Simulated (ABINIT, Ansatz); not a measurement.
# Quasiparticle gap of ScHO2 (P6_3/mmc) in ABINIT

Wanted: ground state, empty states, screening and self-energy for ScHO2 (P6_3/mmc).

Main program and level: ABINIT 10.8.3; PBEsol and many-body steps on it, plane waves.

This is a report of a sequence of runs, with most program output left out.

**1. Starting point**

Symmetry: P6_3/mmc, No. 194, hexagonal system. Conventional cell: a = 3.234 Å, b = 3.234 Å, c = 9.062 Å, α = 90.00°, β = 90.00°, γ = 120.00°. Nearest to Sc lie 6 O at 2.14 Å. H has 2 O at 1.22 Å nearest. Nearest to O lie 1 H at 1.22 Å and 3 Sc at 2.14 Å. Farther neighbours and most contacts between anions are not listed.

The cell and positions are those that the Materials Project relaxed with its own functionals (PBE, PBE+U or r2SCAN), kept fixed.

**2. Ground state**

This step: ABINIT 10.8.3; DFT, PBEsol, plane waves, norm-conserving pseudopotentials.

The ground-state density comes first.

run.abi

```
acell 3*1.0 Angstrom
rprim 
  3.233532062406 -0.000000000001 0.000000000000
  -1.616766031202 2.800320909996 0.000000000000
  0.000000000000 0.000000000000 9.062126000000
ntypat 3
znucl 21 1 8
natom 8
typat 1 1 2 2 3 3 3 3
xred 
  0.000000000000 0.000000000000 0.500000000000
  0.000000000000 0.000000000000 0.000000000000
  0.666666666667 0.333333333333 0.750000000000
  0.333333333333 0.666666666667 0.250000000000
  0.666666666667 0.333333333333 0.615588000000
  0.666666666667 0.333333333333 0.884412000000
  0.333333333333 0.666666666667 0.115588000000
  0.333333333333 0.666666666667 0.384412000000
pp_dirpath "pseudos"
pseudos "Sc.upf, H.upf, O.upf"
ecut 36
ngkpt 6 6 2
nshiftk 1
shiftk 0 0 0
kptopt 1
chksymbreak 0
nband 32
occopt 1
tolvrs 1e-10
nstep 60
prtwf 0
optforces 0
optstress 0
indata_prefix "in"
outdata_prefix "out"
tmpdata_prefix "tmp"
```

Launch:

```
$ OMP_NUM_THREADS=1 mpirun -n 4 abinit run.abi > log
```

It took 48 s on 4 MPI ranks of Intel Xeon 6975P-C (Granite Rapids), shared host; peak memory 0.45 GiB.

Numbers from this step:

| Property | Result |
| --- | --- |
| total energy | -4467.9431 eV |
| gap | 3.692 eV |
| k of the valence top | 0.1667, 0, 0 |
| k of the conduction bottom | 0.5, 0, 0 |
| least direct gap | 4.082 eV |

The gap is indirect, with the least direct gap 0.39 eV higher.

**3. Bands along the symmetry lines**

Levels along a band path, at the cheap level, show where the edges lie and whether the meshes to come will hold them.

run.abi, as its differences from that of step 2:

```diff
@@ -21,14 +21,53 @@
 ecut 36
-ngkpt 6 6 2
-nshiftk 1
-shiftk 0 0 0
-kptopt 1
-chksymbreak 0
-nband 32
-occopt 1
-tolvrs 1e-10
-nstep 60
+iscf -2
+irdden 1
+kptopt 0
+nkpt 39
+kpt 
+  0.00000000 0.00000000 0.00000000
+  0.12500000 0.00000000 0.00000000
+  0.25000000 0.00000000 0.00000000
+  0.37500000 0.00000000 0.00000000
+  0.50000000 0.00000000 0.00000000
+  0.45833333 0.08333333 0.00000000
+  0.41666666 0.16666666 0.00000000
+  0.37500000 0.25000000 0.00000000
+  0.33333333 0.33333333 0.00000000
+  0.25000000 0.25000000 0.00000000
+  0.16666666 0.16666666 0.00000000
+  0.08333333 0.08333333 0.00000000
+  0.00000000 0.00000000 0.00000000
+  0.00000000 0.00000000 0.12500000
+  0.00000000 0.00000000 0.25000000
+  0.00000000 0.00000000 0.37500000
+  0.00000000 0.00000000 0.50000000
+  0.12500000 0.00000000 0.50000000
+  0.25000000 0.00000000 0.50000000
+  0.37500000 0.00000000 0.50000000
+  0.50000000 0.00000000 0.50000000
+  0.45833333 0.08333333 0.50000000
+  0.41666666 0.16666666 0.50000000
+  0.37500000 0.25000000 0.50000000
+  0.33333333 0.33333333 0.50000000
+  0.25000000 0.25000000 0.50000000
+  0.16666666 0.16666666 0.50000000
+  0.08333333 0.08333333 0.50000000
+  0.00000000 0.00000000 0.50000000
+  0.50000000 0.00000000 0.50000000
+  0.50000000 0.00000000 0.37500000
+  0.50000000 0.00000000 0.25000000
+  0.50000000 0.00000000 0.12500000
+  0.50000000 0.00000000 0.00000000
+  0.33333333 0.33333333 0.50000000
+  0.33333333 0.33333333 0.37500000
+  0.33333333 0.33333333 0.25000000
+  0.33333333 0.33333333 0.12500000
+  0.33333333 0.33333333 0.00000000
+istwfk *1
+nband 31
+nbdbuf 2
+tolwfr 1e-08
+nstep 40
 prtwf 0
-optforces 0
-optstress 0
+prtvol 0
 indata_prefix "in"
```

Elapsed: 72 s, on 4 MPI ranks; peak memory 0.45 GiB.

This step gave:

```
gap                        : 3.698 eV
k of the valence top       : 0.25, 0, 0
k of the conduction bottom : 0.5, 0, 0
least direct gap           : 4.087 eV
```

The gap is 3.698 eV, +0.006 eV from the run before at this level.

The electronic bands at the labelled points (eV, zero at the top of the highest filled band):

```csv
point,band 21,band 22,band 23,band 24,band 25,band 26,band 27,band 28
Γ,-0.54,-0.13,-0.09,-0.09,4.58,4.78,4.78,4.86
halfway,-1.06,-0.99,-0.53,0.00,4.17,4.76,5.12,5.43
M,-1.25,-1.03,-0.78,-0.44,3.70,4.59,5.52,5.70
halfway,-1.28,-1.26,-0.96,-0.48,4.12,4.89,5.35,5.60
K,-1.43,-0.99,-0.99,-0.60,4.61,5.15,5.25,5.25
halfway,-1.29,-1.04,-0.81,-0.03,4.50,4.70,5.03,5.24
Γ,-0.54,-0.13,-0.09,-0.09,4.58,4.78,4.78,4.86
halfway,-0.47,-0.44,-0.15,-0.15,4.70,4.80,4.80,4.85
A,-0.30,-0.30,-0.30,-0.30,4.82,4.82,4.82,4.82
halfway,-0.75,-0.75,-0.74,-0.74,4.46,4.46,5.38,5.38
L,-0.96,-0.96,-0.96,-0.96,4.16,4.16,5.60,5.60
halfway,-1.23,-1.23,-0.89,-0.89,4.50,4.50,5.45,5.45
H,-1.07,-1.07,-0.91,-0.91,4.87,4.87,5.29,5.29
halfway,-0.99,-0.99,-0.72,-0.72,4.77,4.77,4.96,4.96
A,-0.30,-0.30,-0.30,-0.30,4.82,4.82,4.82,4.82
jump to L,-0.96,-0.96,-0.96,-0.96,4.16,4.16,5.60,5.60
halfway,-1.14,-1.05,-0.82,-0.61,3.84,4.47,5.54,5.67
M,-1.25,-1.03,-0.78,-0.44,3.70,4.59,5.52,5.70
jump to H,-1.07,-1.07,-0.91,-0.91,4.87,4.87,5.29,5.29
halfway,-1.22,-1.03,-1.03,-0.69,4.69,5.07,5.27,5.27
K,-1.43,-0.99,-0.99,-0.60,4.61,5.15,5.25,5.25
```

**4. Empty states on the mesh, 3×3×1 mesh, 70 bands**

The sums over transitions need many empty states on a uniform mesh; this step solves for them.

run.abi

```
acell 3*1.0 Angstrom
rprim 
  3.233532062406 -0.000000000001 0.000000000000
  -1.616766031202 2.800320909996 0.000000000000
  0.000000000000 0.000000000000 9.062126000000
ntypat 3
znucl 21 1 8
natom 8
typat 1 1 2 2 3 3 3 3
xred 
  0.000000000000 0.000000000000 0.500000000000
  0.000000000000 0.000000000000 0.000000000000
  0.666666666667 0.333333333333 0.750000000000
  0.333333333333 0.666666666667 0.250000000000
  0.666666666667 0.333333333333 0.615588000000
  0.666666666667 0.333333333333 0.884412000000
  0.333333333333 0.666666666667 0.115588000000
  0.333333333333 0.666666666667 0.384412000000
pp_dirpath "pseudos"
pseudos "Sc.upf, H.upf, O.upf"
ecut 36
ngkpt 3 3 1
nshiftk 1
shiftk 0 0 0
kptopt 1
chksymbreak 0
iscf -2
irdden 1
istwfk *1
nband 70
nbdbuf 6
tolwfr 1e-09
nstep 60
prtvol 0
indata_prefix "in"
outdata_prefix "out"
tmpdata_prefix "tmp"
```

Wall time 13 s (4 MPI ranks); peak memory 0.37 GiB.

This step gave:

```yaml
gap: 4.026 eV
k_of_the_valence_top: 0, 0, 0
k_of_the_conduction_bottom: 0.3333, 0, 0
least_direct_gap: 4.082 eV
k_points_computed: 3
lowest_point_of_the_top_converged_band_above_the_valence_top: 29.56 eV
```

On this mesh the gap is 4.026 eV. The earlier step found 3.692 eV, so this mesh misses an edge.

**5. Screening, 3×3×1 mesh, 64 bands, screening to 98 eV**

The RPA dielectric matrix is built and inverted for each q.

This step: RPA screening on PBEsol, plane waves, norm-conserving pseudopotentials.

run.abi, as its differences from that of step 4:

```diff
@@ -26,10 +26,11 @@
 chksymbreak 0
-iscf -2
-irdden 1
 istwfk *1
-nband 70
-nbdbuf 6
-tolwfr 1e-09
-nstep 60
-prtvol 0
+occopt 1
+irdwfk 1
+optdriver 3
+nband 64
+ecuteps 3.6
+inclvkb 2
+awtr 1
+symchi 1
 indata_prefix "in"
```

Wall time 12 s (4 MPI ranks); peak memory 0.68 GiB.

This step gave:

```
ε∞ with local fields, on this mesh, along the program's q direction : 4.111
the same without local fields                                       : 4.384
plasma frequency                                                    : 28.40 eV
plane waves in the screening matrix                                 : 189
```

Local fields lower ε∞ by 6 %. On a Γ-centred mesh this coarse the value itself is usually too large, while a short band sum pulls it down.

**6. Self-energy, 3×3×1 mesh, 64 bands, screening to 98 eV**

The self-energy is evaluated for the states that the input lists, and the levels follow from it, in one-shot runs by the linearised quasiparticle equation.

This step: G0W0 on PBEsol, plane waves, norm-conserving pseudopotentials.

run.abi, as its differences from that of step 5:

```diff
@@ -29,8 +29,17 @@
 irdwfk 1
-optdriver 3
+optdriver 4
 nband 64
+gwcalctyp 0
+ecutsigx 36
+symsigma 1
+nkptgw 2
+kptgw 
+  0.0000000000 0.0000000000 0.0000000000
+  0.3333333333 0.0000000000 0.0000000000
+bdgw 
+  23 27
+  23 26
 ecuteps 3.6
-inclvkb 2
-awtr 1
-symchi 1
+irdscr 1
+ppmodel 1
 indata_prefix "in"
```

Run time: 6.1 s. Hardware: 4 MPI ranks; peak memory 0.36 GiB.

Numbers from this step:

| Quantity | Value |
| --- | --- |
| G0W0 gap on the points computed | 6.709 eV |
| starting gap on the mesh | 4.026 eV |
| k of the valence top | 0.3333, 0, 0 |
| k of the conduction bottom | 0.3333, 0, 0 |
| Z at the valence top | 0.785 |
| Z at the conduction bottom | 0.817 |
| least direct G0W0 gap on the computed points | 6.709 eV |

The gap on the mesh goes from 4.03 eV to 6.71 eV, a correction of +2.68 eV. The start differs from the 3.69 eV found before because the two sample other k points.

Limits: finite bands, cutoff and mesh; coarse k mesh. v1 is the top filled band, c1 the lowest empty one. The levels before and after the correction (eV, zero at the valence-band top of each column):

```csv
,conduction bottom,valence top
Kohn-Sham,4.03,0.00
G0W0,6.71,0.00
```

```csv
,level,energy (eV)
Kohn-Sham,(0.333 0 0) v2,-0.599
Kohn-Sham,(0.333 0 0) v1,-0.056
Kohn-Sham,(0.333 0 0) c1,4.026
Kohn-Sham,(0.333 0 0) c2,4.773
G0W0,(0.333 0 0) v2,-0.705
G0W0,(0.333 0 0) v1,0.000
G0W0,(0.333 0 0) c1,6.709
G0W0,(0.333 0 0) c2,7.661
```

**7. Where the time went**

Times are wall times on 4 MPI ranks of Intel Xeon 6975P-C (Granite Rapids), shared host, good to a factor of about two.

```csv
step,time,share,memory (GiB)
ground state,48 s,32 %,0.45
bands along the symmetry lines,72 s,48 %,0.45
empty states on the mesh,13 s,9 %,0.37
screening,12 s,8 %,0.68
self-energy,6.1 s,4 %,0.36
```

**8. Outcome**

* PBEsol gap: 3.69 eV, indirect
* G0W0 gap on the mesh: 6.71 eV
* G0W0 gap over the zone (rigid shift): 6.38 eV
* GW settings: 3×3×1 mesh, 64 bands, screening to 98 eV, Godby-Needs plasmon pole
* known limits: not at the basis limit; coarse k mesh

What this shows: G0W0 moves the gap on the mesh from 4.03 eV to 6.71 eV (+2.68 eV), with Z of 0.79 and 0.82 at the edges. The mesh misses the band edges by 0.33 eV in all; a rigid shift gives 6.38 eV for the zone. Local fields lower the RPA ε∞ on this mesh from 4.38 to 4.11; a Γ-centred mesh this coarse tends to raise both, most where the direct gap is narrow, while a short band sum lowers them. Only 2 of the mesh's irreducible points were corrected, so a valley elsewhere could overtake. The dearest step here is «bands along the symmetry lines». Bands and cutoff are finite, so the gap is not at the basis limit. The miss can reach some tenths of an eV and take either sign; the mesh is an error of its own. In the G0W0 run levels were corrected at 2 k points alone, so a gap called «on the mesh» is the least over those, and an edge elsewhere would be missed. A denser mesh or path gives a starting gap of 3.69 eV: the GW mesh misses a band edge, so its gaps are not the fundamental one. The 3×3×1 mesh is coarse for this cell, which bears on the long-range parts of exchange and screening.

[Paths, hosts, dates, memory and timing lines, banners, echoed tables and standing remarks are left out of the program output.]

[Logs are printed without paths, hosts, clocks, repeated set-up lines and the standing remarks that a program may print on its own settings, such as how far it seeks lower states.]

[Runs of the session that timed out or met a known fault of the program may be left out.]

[Hosts, paths, dates, database ids (printed as entryN), source tags and the programs' standing remarks are cut or masked in the printed files.]

[G0W0 gaps are taken among the corrected bands and points alone; a level outside them can change the order at an edge.]

[Where Ansatz stands beside ABINIT at settings called matched, ABINIT's density can come from a denser mesh and the files from another edition; pairs whose starting gaps differed by over 0.03 eV were left out, so agreement reads better than it is.]
